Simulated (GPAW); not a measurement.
# The O K excitation threshold of TiO2 (Anatase, I4_1/amd) under uniform strain

For each volume the threshold was computed as E(hole) − E(ground) plus the lowest empty eigenvalue of the hole cell (GPAW, revPBE, 12-atom cell, total energies on 4×3×4 k points, the eigenvalue on 5×5×5, hole spin-paired). The values are raw, 9 eV above the value with the free atom's term for the hole's spin taken off; only their change is used. The threshold is the spectrum's zero, where absorption may be weak, not the visible edge.

| volume | ln(V/V₀) | threshold (eV) |
| --- | --- | --- |
| V × 0.94 | -0.06188 | 538.273 |
| V × 0.97 | -0.03046 | ? |
| V × 1 | +0.00000 | 538.133 |
| V × 1.03 | +0.02956 | 538.060 |
| V × 1.06 | +0.05827 | 537.989 |

Question: Fit a straight line in ln(V/V₀), give its slope, and predict the threshold at V × 0.97.

The means of the given rows are x̄ = +0.00649 and Ē = 538.114 eV. Σ(x − x̄)(E − Ē) = -0.01871 and Σ(x − x̄)² = 0.00793, so the slope is -2.36 eV, and the line passes the given rows within 0.004 eV. At x = -0.03046 it gives 538.114 + (-2.36) × (-0.03695) = 538.201 eV. The run gives 538.203 eV, a miss of -0.002 eV over a total move of -0.284 eV. The slope is the clamped-ion volume deformation potential of the lowest empty level of the hole cell on this mesh (the hole may pull it below the band edge) against the O 1s level, with the hole's relaxation included: the threshold falls by 0.024 eV for 1 % of expansion. The charged cell's image error also scales with the cell's size and isn't taken out.

[Hosts, paths, dates, database ids (printed as entryN), source tags and the programs' standing remarks are cut or masked in the printed files.]

[Lists of maxima count a maximum above −3 eV only where it reaches 4 % of the highest in the window and stands out from its surroundings by 2 % of it (1.5 % where it reaches 55 %); shoulders and weaker maxima are passed over, and of the rest the first, up to two pre-edge ones and the few strongest are named.]
